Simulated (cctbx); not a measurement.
# What is wrong with this refinement?

Cell a = 12.6230 Å, b = 12.6230 Å, c = 4.3760 Å, α = 90.00°, β = 90.00°, γ = 90.00°; space group P4/mbm (no. 127). The compound is Tb2Yb3Ti4Co4Ge6.

Simulated single-crystal data (cctbx): Mo Kα, λ = 0.71073 Å, to d = 0.84 Å, 95 % of the full sphere, strongest reflection 5000 counts, noise from counting, a 2 % proportional error and a noise floor of 4 counts (s.d.); no absorption.

An anisotropic refinement with weights 1/σ² prints:

```text
Rint 0.085, 376 unique reflections to 0.84 A
cycle     R1     wR2    GooF  max shift (A)
   1  0.2178  0.4290  11.047   0.02683
   3  0.2104  0.4063  10.464   0.00003
final R1 0.2104 wR2 0.4063 GooF 10.464  parameters 28  data/parameter 13.4
atom        x        y        z      Ueq    occ   su(xyz)  su(Uiso or U11)
Yb1    0.61088  0.88912  0.50000   0.0143  1.000  0.00046  0.0027
Yb2    0.00000  0.00000  0.00000   0.0140  1.000  0.00000  0.0037
Tb1    0.82470  0.67530  0.50000   0.0104  1.000  0.00049  0.0029
Ge1    0.79419  0.84334  0.00000   0.0185  1.000  0.00132  0.0073
Co1    0.97861  0.74976  0.00000   0.0268  1.000  0.00198  0.0136
Ti1    0.99834  0.84193  0.50000   0.0179  1.000  0.00237  0.0173
difference map: max 90.72 min -11.49 rms 3.34
Q1    0.0657  0.4343  0.0000    4   92.08  2.39 A from Co1
Q2    0.0000  0.0000  0.0000    2   22.74  0.00 A from Yb2
Q3    0.1742  0.3258  0.5000    4   12.59  0.02 A from Tb1
Q4    0.0640  0.4360  0.5000    4    9.08  1.99 A from Tb1
Q5    0.1323  0.7008  0.0000    8    7.74  1.22 A from Ge1
Q6    0.0495  0.7927  0.0000    8    6.96  1.05 A from Co1
```

**Question.** Can this result stand? If not, what is the likely fault?

Mend it. The fault: an atom left out, Ge at (0.9334, 0.5666, 0). Against the right model at the same level, R1 goes from 0.0176 to 0.2104 and GooF from 0.88 to 10.46 and the top difference peak, 92.1 e/Å³, lies 2.39 Å from Co1. Q1 is the missing atom. With scattering power missing, scale and phases suffer, so peaks may also grow on the heavy atoms.

The compound is Tb2Yb3Ti4Co4Ge6. The right model at the same level gives:

```text
Rint 0.085, 376 unique reflections to 0.84 A
cycle     R1     wR2    GooF  max shift (A)
   1  0.0437  0.0881   2.281   0.00653
   2  0.0176  0.0338   0.875   0.00000
final R1 0.0176 wR2 0.0338 GooF 0.875  parameters 32  data/parameter 11.8
atom        x        y        z      Ueq    occ   su(xyz)  su(Uiso or U11)
Yb1    0.61123  0.88877  0.50000   0.0199  1.000  0.00004  0.0002
Yb2    0.00000  0.00000  0.00000   0.0137  1.000  0.00000  0.0003
Tb1    0.82477  0.67523  0.50000   0.0128  1.000  0.00004  0.0002
Ge1    0.79375  0.84426  0.00000   0.0207  1.000  0.00010  0.0007
Ge2    0.93342  0.56658  0.00000   0.0103  1.000  0.00008  0.0005
Co1    0.97780  0.75183  0.00000   0.0203  1.000  0.00013  0.0009
Ti1    0.99793  0.84282  0.50000   0.0212  1.000  0.00019  0.0012
difference map: max 2.21 min -2.02 rms 0.42
Q1    0.1723  0.6723  0.3589    8    2.29  1.25 A from Yb1
Q2    0.2359  0.7359  0.5000    4    2.22  1.59 A from Tb1
Q3    0.2055  0.2945  0.0000    4    1.71  1.75 A from Ge1
Q4    0.1697  0.8112  0.0000    8    1.58  0.28 A from Ge1
Q5    0.1866  0.3134  0.3243    8    1.54  0.80 A from Tb1
Q6    0.1385  0.3615  0.5000    4    1.42  0.66 A from Tb1
```

The model is made up (kin elements in a known structure type, no relaxation), so it says nothing on whether the phase exists.

[Middle refinement cycles are left out of these outputs.]

[Logs are printed without paths, hosts, clocks, repeated set-up lines and the standing remarks that a program may print on its own settings, such as how far it seeks lower states.]
